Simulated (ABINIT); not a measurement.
# Li3SF (Pm-3m): third-order response, part 3 of 3

Which lines does Li3SF (Pm-3m) show in Raman and infrared spectra?

ABINIT 10.8.3; DFT LDA, scalar-relativistic, plane waves, PseudoDojo norm-conserving pseudopotentials.

So far. Step 8 (Zone-centre response): The acoustic modes at Γ come out as far as 2.8 cm⁻¹ from zero, where they should vanish, a small numerical error; the Born charges miss their sum rule by 0.0029 e, which is good. The lowest optical mode is imaginary, 223i cm⁻¹, an instability at this level and on this k mesh. Step 9 (Zone-centre analysis): The rule moves no optical mode by more than 0.1 cm⁻¹. The relaxed cell has a = 4.391 Å (conventional setting).

The structure was built from a prototype and need not be the compound's stable phase.

## (10) Sum rules set otherwise (asr 0)

Without the rule the raw error of the acoustic modes shows.

anaddb.abi

```
ddb_filepath "gamma_DDB"
output_file "anaddb.abo"
outdata_prefix "anaddb"
asr 0
chneut 0
enunit 2
eivec 1
nph1l 1
qph1l 0.0 0.0 0.0 1.0
dieflag 2
nph2l 3
qph2l 
    1.0 0.0 0.0 0.0
    0.0 0.0 1.0 0.0
    1.0 1.0 1.0 0.0
nlflag 1
ramansr 1
alphon 1
prtmbm 1
```

mrgddb.in

```
gamma_DDB
merged
3
dfpt_gammao_DS2_DDB
dfpt_gammao_DS3_DDB
gso_DDB
```

Run with:

```sh
$ mrgddb < mrgddb.in > mrgddb.log
$ OMP_NUM_THREADS=1 anaddb anaddb.abi > anaddb.log
```

anaddb.abo, the main output file:

```text
[banners, grids, parts of the stress and lines that vanish by symmetry left out]
-outvars_anaddb: echo values of input variables ----------------------

 Flags :
[...]
Dielectric Tensor and Effective Charges
[...]
Effective charge tensors after
[...]
1          1       -0.000000000       -0.000000000       -0.000000000
[...]
1          2       -0.000000000       -0.000000000       -0.000000000
[...]
1          3       -0.000000000       -0.000000000       -0.000000000
[...]
2          1       -0.000000000       -0.000000000       -0.000000000
[...]
2          2       -0.000000000       -0.000000000       -0.000000000
[...]
2          3       -0.000000000       -0.000000000       -0.000000000
[...]
3          1       -0.000000000       -0.000000000       -0.000000000
[...]
3          2       -0.000000000       -0.000000000       -0.000000000
[...]
3          3       -0.000000000       -0.000000000       -0.000000000
[...]
4          1       -0.000000000       -0.000000000       -0.000000000
[...]
4          2       -0.000000000       -0.000000000       -0.000000000
[...]
4          3       -0.000000000       -0.000000000       -0.000000000
[...]
5          1       -0.000000000       -0.000000000       -0.000000000
[...]
5          2       -0.000000000       -0.000000000       -0.000000000
[...]
5          3       -0.000000000       -0.000000000       -0.000000000
[...]
Phonon wavevector (reduced coordinates) :  0.00000  0.00000  0.00000
 Phonon energies in Hartree :
[...]
Phonon energies in meV     :
- -2.761964E+01 -2.761964E+01 -2.761964E+01 -2.281569E+01 -2.281569E+01
- -2.281569E+01  3.494725E-01  3.494725E-01  3.494725E-01  2.203700E+01
-  2.203700E+01  2.203700E+01  8.401418E+01  8.401418E+01  8.401418E+01
 Phonon frequencies in cm-1    :
- -2.227674E+02 -2.227674E+02 -2.227674E+02 -1.840209E+02 -1.840209E+02
- -1.840209E+02  2.818686E+00  2.818686E+00  2.818686E+00  1.777404E+02
-  1.777404E+02  1.777404E+02  6.776200E+02  6.776200E+02  6.776200E+02
 Phonon frequencies in Thz     :
- -6.678400E+00 -6.678400E+00 -6.678400E+00 -5.516808E+00 -5.516808E+00
- -5.516808E+00  8.450207E-02  8.450207E-02  8.450208E-02  5.328523E+00
-  5.328523E+00  5.328523E+00  2.031454E+01  2.031454E+01  2.031454E+01
 Phonon energies in Kelvin  :
- -3.205127E+02 -3.205127E+02 -3.205127E+02 -2.647650E+02 -2.647650E+02
- -2.647650E+02  4.055460E+00  4.055460E+00  4.055460E+00  2.557288E+02
-  2.557288E+02  2.557288E+02  9.749440E+02  9.749440E+02  9.749440E+02
[...]
-  1  0.00000000E+00 -1.49901369E-07  3.50015361E-03
-     0.00000000E+00  0.00000000E+00  0.00000000E+00
-  2  0.00000000E+00  0.00000000E+00  5.02864550E-05
-     0.00000000E+00  0.00000000E+00  0.00000000E+00
-  3  0.00000000E+00  2.04062969E-07 -2.88817222E-04
-     0.00000000E+00  0.00000000E+00  0.00000000E+00
-  4  0.00000000E+00  0.00000000E+00 -4.76481129E-03
-     0.00000000E+00  0.00000000E+00  0.00000000E+00
-  5  0.00000000E+00  2.04062969E-07 -4.76481129E-03
-     0.00000000E+00  0.00000000E+00  0.00000000E+00
[...]
-  1  0.00000000E+00 -3.50015361E-03 -1.49901392E-07
-     0.00000000E+00  0.00000000E+00  0.00000000E+00
-  2  0.00000000E+00 -5.02864550E-05  0.00000000E+00
-     0.00000000E+00  0.00000000E+00  0.00000000E+00
-  3  0.00000000E+00  4.76481129E-03  0.00000000E+00
-     0.00000000E+00  0.00000000E+00  0.00000000E+00
-  4  0.00000000E+00  2.88817222E-04  2.04062999E-07
-     0.00000000E+00  0.00000000E+00  0.00000000E+00
-  5  0.00000000E+00  4.76481129E-03  2.04062999E-07
-     0.00000000E+00  0.00000000E+00  0.00000000E+00
[...]
-  1  3.50015361E-03  0.00000000E+00  0.00000000E+00
-     0.00000000E+00  0.00000000E+00  0.00000000E+00
-  2  5.02864551E-05  0.00000000E+00  0.00000000E+00
-     0.00000000E+00  0.00000000E+00  0.00000000E+00
-  3 -4.76481129E-03  0.00000000E+00  0.00000000E+00
-     0.00000000E+00  0.00000000E+00  0.00000000E+00
-  4 -4.76481129E-03  0.00000000E+00  0.00000000E+00
-     0.00000000E+00  0.00000000E+00  0.00000000E+00
[...]
-  4  3.37105100E-04 -1.27119460E-07  0.00000000E+00
[...]
-  5 -8.18677008E-03  0.00000000E+00  0.00000000E+00
[...]
-         0.000000000       0.000000000       0.000000000
-         0.000000000       0.000000000       0.000000000
-         0.000000000       0.000000000       0.000000000
[...]
-         0.000000000       0.000000000       0.000000000
-         0.000000000       0.000000000       0.000000000
-         0.000000000       0.000000000       0.000000000
[...]
Phonon at Gamma, with non-analyticity in the
[...]
Phonon energies in Hartree :
[...]
Phonon energies in meV     :
- -2.761964E+01 -2.761964E+01 -2.281569E+01 -2.281569E+01 -2.281569E+01
-  3.482009E-01  3.494725E-01  3.494725E-01  9.769209E+00  2.203700E+01
-  2.203700E+01  2.324430E+01  8.401418E+01  8.401418E+01  8.961691E+01
 Phonon frequencies in cm-1    :
- -2.227674E+02 -2.227674E+02 -1.840209E+02 -1.840209E+02 -1.840209E+02
[...]
Phonon frequencies in Thz     :
[...]
Phonon energies in Kelvin  :
[...]
-  1  0.00000000E+00  0.00000000E+00 -3.50015361E-03
[...]
-  2  0.00000000E+00  0.00000000E+00 -5.02864550E-05
[...]
-  3  0.00000000E+00  0.00000000E+00  2.88817223E-04
[...]
-  4  0.00000000E+00  0.00000000E+00  4.76481129E-03
[...]
Phonon at Gamma, with non-analyticity in the
[...]
Phonon energies in Hartree :
[...]
Phonon energies in meV     :
[...]
Phonon frequencies in cm-1    :
[...]
Phonon frequencies in Thz     :
[...]
Phonon energies in Kelvin  :
[...]
Phonon at Gamma, with non-analyticity in the
[...]
Phonon energies in Hartree :
[...]
Phonon energies in meV     :
[...]
Phonon frequencies in cm-1    :
[...]
Phonon frequencies in Thz     :
[...]
Phonon energies in Kelvin  :
[...]
-  4.040704E+00  4.055460E+00  4.055460E+00  1.133670E+02  2.557288E+02
-  2.557288E+02  2.697389E+02  9.749440E+02  9.749440E+02  1.039961E+03
[...]
-  4  2.70126920E-04  4.39126625E-03 -8.93085707E-05
[...]
-  5 -6.56017064E-03 -1.80818349E-04 -8.93085707E-05
[...]
-         0.000000000       0.000000000       0.000000000
-         0.000000000       0.000000000       0.000000000
[...]
Spherical averages : G0=     0.000000000    G1=     0.000000000    G2=     0.000000000

-
```

Elapsed: 1.5 s, on 1 thread of Arm Neoverse V1, shared host.

Zone-centre frequencies as printed; negative means imaginary. Modes:

```csv
mode,frequency (cm⁻¹)
1,-222.8
2,-222.8
3,-222.8
4,-184
5,-184
6,-184
7,2.82
8,2.82
9,2.82
10,177.7
11,177.7
12,177.7
13,677.6
14,677.6
15,677.6
```

With imaginary modes the relaxed-ion tensors have no meaning and are not tabulated.

## (11) Results

| Quantity | Value |
| --- | --- |
| space group after relaxation | Pm-3m |
| volume per atom | 16.9 Å³ |
| highest optical zone-centre mode (no LO-TO term) | 677.6 cm⁻¹ |
| lowest optical zone-centre mode | -222.8 cm⁻¹ |
| highest mode moved by the LO-TO term | 722.8 cm⁻¹ |
| mean high-frequency dielectric constant | 2.73 |
| largest Born charge in size (third of the trace) | 1.44 e |
| imaginary optical modes at the zone centre (no q mesh in this session) | yes |

**Reading.** No mode is Raman active in this structure. At the LDA level the optical modes of Li3SF (Pm-3m) at the zone centre (no LO-TO term) run from 223i to 678 cm⁻¹, so the structure is a saddle point, with 6 modes beyond 10i cm⁻¹ there. The base run prints -0.86 GPa, mostly the error of a finite basis; the relaxation, with a smoothed and higher cutoff, had brought the cell to rest. Along the directions run, the highest mode that the macroscopic field moves lies at 723 cm⁻¹. These are harmonic frequencies at zero temperature: anharmonic shifts and linewidths and thermal expansion are left out. The structure is a hypothetical one, built on a prototype.

[Host names and launcher messages were left out of these logs when they were recorded.]

[Logs are printed without paths, hosts, clocks, repeated set-up lines and the standing remarks that a program may print on its own settings, such as how far it seeks lower states.]

[Hosts, paths, dates, database ids (printed as entryN), source tags and the programs' standing remarks are cut or masked in the printed files.]
